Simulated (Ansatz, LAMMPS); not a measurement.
# Structural relaxation of ionic liquid triethylsulfonium TFSI- with water, from a frame at 300 K (120 atoms), part 3 of 3

Aim: bring ionic liquid triethylsulfonium TFSI- with water, from a frame at 300 K (120 atoms) to a nearby minimum of the energy and see what moves.

Ansatz 0.2.0; Kohn-Sham DFT, PBE+D4, PAW (set soft_2), plane waves.

The cell: 24 C, 9 S, 51 H, 3 N, 15 O and 18 F. The network of contacts between molecules at the start is that of the classical potential that made the cell. Only the Γ point is sampled, in a cell whose shortest periodic width is 11 Å.

So far, density (g/cm³): step 5 (distances and neighbours after relaxation) 1.52.

**6. Single point at the relaxed geometry**

One more single point at the end of the walk gives the fuller output and checks the residual forces.

The input, input.yaml:

```yaml
crystal:
  lattice:
    - [11.18267, -0.40998, 0.27911]
    - [-0.40998, 10.95493, 0.11606]
    - [0.27911, 0.11606, 11.17137]
  atoms:
    - { symbol: C, position: [0.37951, 0.66949, 0.56436] }
    - { symbol: C, position: [0.2436, 0.64928, 0.57779] }
    - { symbol: S, position: [0.16887, 0.68471, 0.44149] }
    - { symbol: C, position: [0.01359, 0.6852, 0.4991] }
    - { symbol: C, position: [0.96495, 0.56283, 0.55472] }
    - { symbol: C, position: [0.20371, 0.84844, 0.4124] }
    - { symbol: C, position: [0.31369, 0.87431, 0.3279] }
    - { symbol: H, position: [0.41636, 0.62101, 0.48761] }
    - { symbol: H, position: [0.41008, 0.76675, 0.55571] }
    - { symbol: H, position: [0.41602, 0.63194, 0.64555] }
    - { symbol: H, position: [0.21509, 0.55224, 0.59529] }
    - { symbol: H, position: [0.20562, 0.70319, 0.65] }
    - { symbol: H, position: [0.01081, 0.7601, 0.56277] }
    - { symbol: H, position: [0.96615, 0.71035, 0.41958] }
    - { symbol: H, position: [0.97874, 0.48603, 0.49561] }
    - { symbol: H, position: [0.86822, 0.5665, 0.57407] }
    - { symbol: H, position: [0.00513, 0.54413, 0.63992] }
    - { symbol: H, position: [0.12365, 0.87758, 0.36996] }
    - { symbol: H, position: [0.21098, 0.8937, 0.4988] }
    - { symbol: H, position: [0.30184, 0.82734, 0.24301] }
    - { symbol: H, position: [0.39643, 0.84855, 0.36681] }
    - { symbol: H, position: [0.32223, 0.97334, 0.30936] }
    - { symbol: C, position: [0.34057, 0.9896, 0.79166] }
    - { symbol: C, position: [0.40054, 0.00197, 0.91008] }
    - { symbol: S, position: [0.47398, 0.86582, 0.95458] }
    - { symbol: C, position: [0.55316, 0.92583, 0.08197] }
    - { symbol: C, position: [0.60402, 0.8278, 0.1583] }
    - { symbol: C, position: [0.59115, 0.85737, 0.83689] }
    - { symbol: C, position: [0.66288, 0.74576, 0.85103] }
    - { symbol: H, position: [0.29015, 0.07057, 0.78024] }
    - { symbol: H, position: [0.27785, 0.90818, 0.79205] }
    - { symbol: H, position: [0.40595, 0.98857, 0.71561] }
    - { symbol: H, position: [0.33456, 0.01207, 0.9847] }
    - { symbol: H, position: [0.46863, 0.07942, 0.90807] }
    - { symbol: H, position: [0.48383, 0.97131, 0.13331] }
    - { symbol: H, position: [0.62218, 0.99555, 0.04711] }
    - { symbol: H, position: [0.63586, 0.87114, 0.23969] }
    - { symbol: H, position: [0.53461, 0.75503, 0.18491] }
    - { symbol: H, position: [0.68026, 0.7879, 0.11298] }
    - { symbol: H, position: [0.54105, 0.85315, 0.755] }
    - { symbol: H, position: [0.64615, 0.94466, 0.83358] }
    - { symbol: H, position: [0.72083, 0.75251, 0.92711] }
    - { symbol: H, position: [0.72206, 0.74077, 0.77028] }
    - { symbol: H, position: [0.60444, 0.66074, 0.85937] }
    - { symbol: C, position: [0.74592, 0.56883, 0.29799] }
    - { symbol: C, position: [0.65434, 0.49708, 0.2256] }
    - { symbol: S, position: [0.72412, 0.3812, 0.13818] }
    - { symbol: C, position: [0.79741, 0.46817, 0.01136] }
    - { symbol: C, position: [0.87606, 0.38721, 0.93799] }
    - { symbol: C, position: [0.59547, 0.30544, 0.06966] }
    - { symbol: C, position: [0.51419, 0.2341, 0.16351] }
    - { symbol: H, position: [0.81277, 0.62353, 0.24063] }
    - { symbol: H, position: [0.69887, 0.63198, 0.35516] }
    - { symbol: H, position: [0.79137, 0.50748, 0.35636] }
    - { symbol: H, position: [0.58645, 0.44501, 0.28413] }
    - { symbol: H, position: [0.60874, 0.55402, 0.16294] }
    - { symbol: H, position: [0.72544, 0.50384, 0.9607] }
    - { symbol: H, position: [0.84978, 0.54521, 0.04935] }
    - { symbol: H, position: [0.8263, 0.30476, 0.90754] }
    - { symbol: H, position: [0.91246, 0.44016, 0.85866] }
    - { symbol: H, position: [0.95126, 0.35955, 0.98816] }
    - { symbol: H, position: [0.5502, 0.37619, 0.02196] }
    - { symbol: H, position: [0.63585, 0.2459, 0.00341] }
    - { symbol: H, position: [0.56288, 0.17219, 0.21837] }
    - { symbol: H, position: [0.44418, 0.18057, 0.11805] }
    - { symbol: H, position: [0.4674, 0.29514, 0.22287] }
    - { symbol: "N", position: [0.22399, 0.16567, 0.35028] }
    - { symbol: S, position: [0.18964, 0.23946, 0.23295] }
    - { symbol: O, position: [0.21835, 0.16488, 0.13046] }
    - { symbol: O, position: [0.23006, 0.36814, 0.22666] }
    - { symbol: C, position: [0.01794, 0.23437, 0.2452] }
    - { symbol: F, position: [0.97517, 0.20748, 0.13777] }
    - { symbol: F, position: [0.98199, 0.34447, 0.27622] }
    - { symbol: F, position: [0.97219, 0.15045, 0.3259] }
    - { symbol: S, position: [0.20889, 0.22667, 0.47802] }
    - { symbol: O, position: [0.13415, 0.32912, 0.48533] }
    - { symbol: O, position: [0.19056, 0.12821, 0.56837] }
    - { symbol: C, position: [0.36285, 0.29614, 0.50538] }
    [... 36 atom lines left out ...]
    - { symbol: O, position: [0.44593, 0.50611, 0.8958] }
    - { symbol: H, position: [0.39709, 0.4265, 0.89671] }
    - { symbol: H, position: [0.38625, 0.5663, 0.89948] }
    - { symbol: O, position: [0.11453, 0.25936, 0.77251] }
    - { symbol: H, position: [0.03795, 0.28745, 0.75025] }
    - { symbol: H, position: [0.13459, 0.20491, 0.7074] }
kpoints:
  mp_grid: { grid: [1, 1, 1] }
hamiltonian:
  xc: pbe
  dispersion: d4
scf:
  occupations: { method: fixed }
output:
  forces: true
  stress: true
  populations: intrinsic
  dos:
    method: { smearing: { sigma: 0.15 } }
    de: 0.1
    projected: { site_lists: { C: [C], F: [F], H: [H], "N": ["N"], O: [O] } }
  eigenvalues: true
  write_density: true
  write_potential: true
  volumetric_format: npy
```

Command:

```bash
$ ansatz run input.yaml --threads 4 --pin off --max-ram 8192MiB --backend cpu --events-out ev --progress --plain --runs-dir out
```

Numbers of over 12 decimals in the logs are rounded to 6 here.

The log of the run:

```text
[...]
Crystal: 120 atoms, lattice volume = 1365.644 Å³
Basis set: ecut = 420 eV, 26715 PW (Γ), exchange–correlation on 150×150×150 points (8 copies of the dense FFT grid, shifted against one another)
Bands: 336, of which v1, the nominal top of the filled ones, is band 216 counted from 1 (215 counted from 0)
Symmetry: 1 space group operations
[...]
k-points: 1
[...]
SCF iter   1: F=—  HF=-39159.307009 eV  |F-HF|=—  |Δ(HF+E_count)|=         —  Δρ=5.59e-3  dr2=4.80e-1  ethr=1.77e-3  ⟨swp⟩=5.0  Hψ=1288  notcnv=0  defer=118
[...]
SCF iter  10: F=-39159.163932 eV  HF=-39159.163932 eV  |F-HF|=1.06e-8  |Δ(HF+E_count)|=   1.63e-8  Δρ=1.51e-6  dr2=2.99e-8  ethr=2.31e-11  ⟨swp⟩=21.0  Hψ=3169  notcnv=0
SCF 1 converged in 10 iterations: F = -39159.163932 eV  dr2 = 2.99e-8
[...]
WARN: The input density's exchange-correlation potential varies sharply where the density is thin. Do not read a vacuum level from v_tot or v_xc, or from such a field of the output density. On a cell that repeats whose density bears no net charge and no dipole along the vacuum's axis use v_es (v_loc + v_h of the components); [...]
SCF converged after 10 iterations
Free energy (F): -39159.163932 eV
[...]
Internal energy: -39159.163932 eV  (E = F + TS)
E sigma→0 (E₀):  -39159.163932 eV
Fermi energy:    -0.310753 eV
[...]
--- Forces (eV/Å), atoms counted from 1 ---
  atom   1  C     -0.00067284    -0.00181614    -0.00306046
  atom   2  C      0.00325543    -0.00224024     0.00300132
  atom   3  S     -0.00093499    -0.00089220    -0.00122008
  atom   4  C     -0.00326240    -0.00658190     0.00119154
  atom   5  C      0.00295559     0.00138122    -0.00622110
  atom   6  C      0.00265218     0.00030358    -0.00374965
  atom   7  C      0.00111283     0.00141638     0.00100391
  atom   8  H      0.00043919     0.00354942     0.00310332
  atom   9  H      0.00044226     0.00238511    -0.00109350
  atom  10  H     -0.00059956    -0.00048128     0.00138842
  atom  11  H      0.00047641     0.00232625     0.00039098
  atom  12  H      0.00020189    -0.00088583    -0.00056135
  atom  13  H      0.00006900     0.00114515    -0.00056930
  atom  14  H      0.00106965    -0.00104308    -0.00034804
[...]
atom 119  H      0.00358228    -0.00307904    -0.00047054
  atom 120  H     -0.00263684    -0.00121352    -0.00362512
  max |Σ_I F_I| component: 6.00e-5 eV/Å
--- Stress (GPa, compression-positive) ---
       -0.002827      -0.025737       0.013801
       -0.025738      -0.018622       0.003527
        0.013802       0.003527       0.007741
  P = ⅓ Tr σ = -0.0046 GPa (-0.046 kbar)
--- Band table (eV) ---
[...]
--- intrinsic populations: 120 sites ---
  site symbol       q [e]
     0      C      4.5323
     1      C      4.4168
     2      S      5.2590
[...]
119      H      0.6199
  spilling = 0.000000 (of n_electrons = 432.000000)
```

It took 19 s on 4 threads of Arm Neoverse V2, shared host; peak memory 1.6 GiB.

The program notes that the exchange-correlation potential is rough where the density is thin.

Read from the output:

- free energy: -39159.1639 eV
- free energy per atom: -326.3264 eV/atom
- SCF cycles: 10
- pressure: -0.00457 GPa
- r.m.s. force component: 0.0053 eV/Å
- longest force: 0.02581 eV/Å
- Fermi energy: -0.3108 eV
- gap (highest filled to lowest empty level): 4.879 eV

Intrinsic-atomic-orbital charges by element and coordination:

| element | coordination | atoms | mean charge (e) | spread | least | most |
| --- | --- | --- | --- | --- | --- | --- |
| C | all | 24 | -0.208 | 0.459 | -0.537 | 0.592 |
| F | all | 18 | -0.262 | 0.0124 | -0.285 | -0.237 |
| H | all | 51 | 0.220 | 0.0604 | 0.173 | 0.395 |
| N | all | 3 | -1.09 | 0.0098 | -1.10 | -1.08 |
| O | all | 15 | -0.875 | 0.0372 | -0.908 | -0.787 |
| O | 1 | 12 | -0.893 | 0.0085 | -0.908 | -0.882 |
| O | 2 | 3 | -0.806 | 0.0251 | -0.842 | -0.787 |
| S | all | 9 | 1.65 | 0.642 | 0.741 | 2.13 |
| S | 3 | 3 | 0.747 | 0.0052 | 0.741 | 0.754 |
| S | 4 | 6 | 2.11 | 0.0123 | 2.09 | 2.13 |

States in the cell by windows of 1 eV, zero at the Fermi level; the larger projections on atomic orbitals stand beside the total:

| from (eV) | to (eV) | total | F p | C p | O p | H s | C s |
| --- | --- | --- | --- | --- | --- | --- | --- |
| -14 | -13 | 11.7 | 0.0 | 0.7 | 0.0 | 2.8 | 7.2 |
| -13 | -12 | 6.3 | 1.1 | 0.5 | 0.1 | 0.1 | 1.0 |
| -12 | -11 | 12.0 | 2.4 | 1.3 | 0.1 | 1.4 | 3.8 |
| -11 | -10 | 6.6 | 2.2 | 0.3 | 0.2 | 0.2 | 0.6 |
| -10 | -9 | 16.7 | 1.9 | 3.5 | 0.3 | 3.7 | 4.6 |
| -9 | -8 | 36.7 | 18.8 | 7.4 | 0.5 | 1.8 | 1.5 |
| -8 | -7 | 0.1 | 0.1 | 0.0 | 0.0 | 0.0 | 0.0 |
| -7 | -6 | 18.1 | 1.3 | 4.4 | 5.2 | 2.3 | 0.1 |
| -6 | -5 | 42.4 | 11.7 | 11.5 | 7.0 | 5.3 | 0.3 |
| -5 | -4 | 55.5 | 32.7 | 7.1 | 7.1 | 2.3 | 0.1 |
| -4 | -3 | 53.2 | 20.2 | 16.8 | 5.2 | 7.1 | 0.1 |
| -3 | -2 | 33.4 | 0.6 | 12.1 | 8.1 | 8.1 | 0.0 |
| -2 | -1 | 35.1 | 1.6 | 3.0 | 22.4 | 1.7 | 0.4 |
| -1 | 0 | 24.8 | 1.2 | 0.9 | 15.3 | 0.1 | 0.5 |
| 0 | 1 | 1.4 | 0.0 | 0.0 | 1.2 | 0.0 | 0.0 |
| 1 | 4 | 0.0 | 0.0 | 0.0 | 0.0 | 0.0 | 0.0 |
| 4 | 5 | 3.9 | 0.0 | 1.1 | 0.0 | 0.3 | 0.5 |

With fixed occupations the program's Fermi level is the highest filled level; weight inside the gap is the broadening of levels at its edges.

Between -26 and -14 eV lie 66 more states.

Not all projections were asked for or kept, so they needn't add up to the total.

The levels nearest the highest filled one (over half full), pooled over k-points and spins:

| level less the highest filled one (eV) | occupation |
| --- | --- |
| -0.242 | 2 |
| -0.216 | 2 |
| -0.121 | 2 |
| -0.0937 | 2 |
| -0.072 | 2 |
| 0 | 2 |
| 4.88 | 0 |
| 4.98 | 0 |
| 5.12 | 0 |
| 5.16 | 0 |
| 5.31 | 0 |
| 5.34 | 0 |

Electrostatic potential energy in the ab plane at fractional z = 0.488, with atoms of C and H and S and O and F within 0.2 Å of it. With pseudopotentials it is smooth inside the atoms' cores, unlike the true potential.

Values in eV, 13 rows by 16 columns, each cell a mean:
```
  6   6   5  -1   4   6   6   7   6   2 -11 -12 -28 -15   2   6
  5   5   1 -20   2   5   5   6   6   6   3 -15 -31 -12   3   6
  3   3   0  -1   3   4   4   5   6   6  -2 -38 -16   4   5   4
-29 -10 -24 -17   0   3   2   4   6   6   5   0   4   5   4 -10
-26  -9 -25 -16   0   1 -16  -4   5   6   6   6   6   5   4 -11
  0   3   2   2   4   4  -2   2   6   6   6   6   6   5   3  -5
 -4   6   6   6   6   6   6   6   6   6   6   6   6   6   4 -17
  5   5   1   6   5   3   0   4   6   5   4   6   6   6   6   4
  7 -16 -38  -7  -1 -21 -23   1   6   6   5   6   6   7   7   7
  7  -1 -29 -35 -20 -24 -30 -19   4   6   7   6   6   7   7   7
  7   4 -18 -32 -14   1 -16 -27   3   6   5  -7 -17   5   7   7
  7   6   3   1   4   6   6   6   6   1 -18 -23  -9   5   7   7
  7   7   7   6   6   6   7   7   6  -7 -37 -35  -4   3   6   7
```
Columns run along a (11.2 Å; values clipped at the 3rd and 97th percentile), rows up along b (11.0 Å). Atoms in or near the plane, at fractional coordinates: C at (0.01, 0.69), H at (0.42, 0.62), H at (0.98, 0.49), H at (0.21, 0.89), S at (0.21, 0.23), O at (0.13, 0.33), C at (0.36, 0.30), F at (0.44, 0.21), S at (0.67, 0.04), F at (0.72, 0.80).

Valence density in the ab plane at fractional z = 0.488, with atoms of C and H and S and O and F within 0.2 Å of it. It is the smooth field of the valence electrons, not physical close to the nuclei.

Ten steps, logarithmic in the rise over the least value, from '_' (0 e/Å³) to '@' (10 e/Å³), each cell a mean:
```
____________....________________..::----====++++++====--::____
________..::==--::________________......::--==++****++==::..__
________::==**++--..____________________..--==++++++==--::____
______..::==++==::..__________________..--**%%##++--::..______
........::------..______....__________..==%%@@%%++::________..
==----::--==----........::::..________..--**##**--..______::--
**++============::....::--::..__________..::--::..______..--++
**++++++++++++==--::::--====::..________________________::==++
++++========++==--::::==++++--..______________________..::--++
==--::::::----::......--====::..______________________..::--==
==::..____......______........______________________....--====
==::..________________________________________________..::==++
==..____________________....____________________________::--++
..__....::....______..::--::..______..::::..______________..::
__..--++**++--..__..::==++==::______..----::..________________
__::++%%%%##++--::--==++++==::______..::::..__________________
__::++##%%##++======****++==--..________..____________________
__..--++****++++++++++++******==::__________........__________
____..::==++--==++==--==##@@@@**--______..::--====::..________
______::--++++++==::..--**%%%%++::______..--++****==::________
______..--======::..__..--==--::____....--==++**++==..________
________::----::..________________..::--==++++++==::..________
__________......__________________::--======++==::..__________
________________________________..::--======++==--::....______
```
Columns run along a (11.2 Å), rows up along b (11.0 Å). Atoms in or near the plane, at fractional coordinates: C at (0.01, 0.69), H at (0.42, 0.62), H at (0.98, 0.49), H at (0.21, 0.89), S at (0.21, 0.23), O at (0.13, 0.33), C at (0.36, 0.30), F at (0.44, 0.21), S at (0.67, 0.04), F at (0.72, 0.80).

Mean intrinsic-atomic-orbital charges: C -0.21, F -0.26, H +0.22, N -1.09, O -0.88, S +1.65 e.

The surroundings of N97, one of the 3 N atoms, nearest first, numbered as they follow in the input and with coordinates relative to it.

| atom | x | y | z | distance (Å) | bonds | intrinsic-atomic-orbital charge (e) |
| --- | --- | --- | --- | --- | --- | --- |
| N97 | 0.00 | 0.00 | 0.00 | 0.00 | 2 | -1.09 |
| S98 | -0.85 | -1.30 | -0.34 | 1.59 | 4 | 2.13 |
| S105 | 0.27 | 0.60 | 1.46 | 1.60 | 4 | 2.11 |
| O107 | 1.52 | 1.33 | 1.42 | 2.47 | 1 | -0.88 |
| O99 | -1.21 | -1.26 | -1.75 | 2.47 | 1 | -0.90 |
| O100 | -1.86 | -1.70 | 0.62 | 2.60 | 1 | -0.90 |
| O106 | 0.00 | -0.26 | 2.60 | 2.61 | 1 | -0.90 |
| C101 | 0.42 | -2.69 | -0.25 | 2.73 | 4 | 0.57 |
| C108 | -1.04 | 1.96 | 1.60 | 2.74 | 4 | 0.58 |
| F109 | -1.32 | 2.52 | 0.40 | 2.87 | 1 | -0.27 |
| F103 | 1.07 | -2.67 | 0.93 | 3.03 | 1 | -0.26 |
| F104 | 1.32 | -2.61 | -1.24 | 3.17 | 1 | -0.25 |
| F74 | 2.42 | -0.21 | -2.20 | 3.27 | 1 | -0.24 |
| F110 | -2.16 | 1.46 | 2.13 | 3.37 | 1 | -0.25 |

The column of bonds counts only the pairs H-C within 1.34 Å, H-O within 1.21 Å, C-C within 1.85 Å, C-F within 1.62 Å, C-S within 2.21 Å, O-S within 1.88 Å, S-N within 2.02 Å; other neighbours, such as metal atoms beside each other in a compound, aren't counted, and periodic images can show an atom twice.

**7. A run with a doubtful setting**

A doubtful change is made on purpose, to see how the program answers.

input.yaml, the sections that differ from step 6:

```yaml
crystal:
  lattice:
    - [10.61386, 0.0, 0.0]
    - [0.0, 10.61386, 0.0]
    - [0.0, 0.0, 10.61386]
  atoms:
    [... the 120 atom lines of step 3 ...]
scf:
  occupations: { method: fixed }
  max_iter: 50
output:
  forces: true
basis:
  ecutwfc: "30 meV"
# kpoints, hamiltonian: as in step 6
```

The log of the run:

```text
Error: inconsistent input (basis.ecutwfc, kpoints): the smallest per-k basis holds n_pw = 1 plane waves (k-point 0, counted from 0 among those solved) but the deck needs at least 216 band(s) per channel, and no run solves more bands than the smallest per-k basis has plane waves; [...]
```

Run time: 0.05 s. Hardware: 4 threads; peak memory 0.077 GiB.

The program refused the input before any cycle.

The program's message: “Error: inconsistent input (basis.ecutwfc, kpoints): the smallest per-k basis holds n_pw = 1 plane waves (k-point 0, counted from 0 among those solved) but the deck needs at least 216 band(s) per chann …”

The fault in the input: a cutoff in the wrong unit (basis.ecutwfc = "30 meV"). The fix is to take out basis.ecutwfc.

**8. Results**

* energy change in the relaxation: -69.65 meV/atom
* r.m.s. displacement: 0.926 Å
* largest displacement: 2.08 Å
* free energy per atom: -326.3264 eV/atom
* pressure: -0.00457 GPa
* r.m.s. force component: 0.0053 eV/Å
* gap (highest filled to lowest empty level): 4.879 eV
* wall time of the 3 DFT runs: 11 min

Relaxation lowers the energy by 69.6 meV/atom and moves atoms by 0.93 Å r.m.s.; the r.m.s. force component goes from 0.96 to 0.0053 eV/Å, the pressure goes from 2.8 to -0.0046 GPa, and the gap from 3.81 to 4.88 eV. Displacements are taken in the final cell, so they leave out its strain. By the final cutoffs no bond was broken or made. The cell grew by 14.2 % in volume. From the first step to the last the energy fell by 8.358 eV, across changes of basis, and the largest move was 2.08 Å (H16, with 1 other atom within 2 % of it). The S-N bonds change most in mean length: from 1.557 Å (spread 0.020) to 1.598 Å (spread 0.006). Counting bonds as in the table, all C atoms have 4, all F atoms have 1, all H atoms have 1 and all N atoms have 2 bonded neighbours. Between filled and empty levels lie 4.88 eV (at Γ alone); a semilocal functional tends to put such gaps too low. In a disordered cell it changes from sample to sample and from frame to frame.

**Limits.** The network of contacts between molecules at the start is that of the classical potential that made the cell; in DFT atoms moved by 0.93 Å r.m.s.

[Logs are printed without paths, hosts, clocks, repeated set-up lines and the standing remarks that a program may print on its own settings, such as how far it seeks lower states.]

[Hosts, paths, dates, database ids (printed as entryN), source tags and the programs' standing remarks are cut or masked in the printed files.]
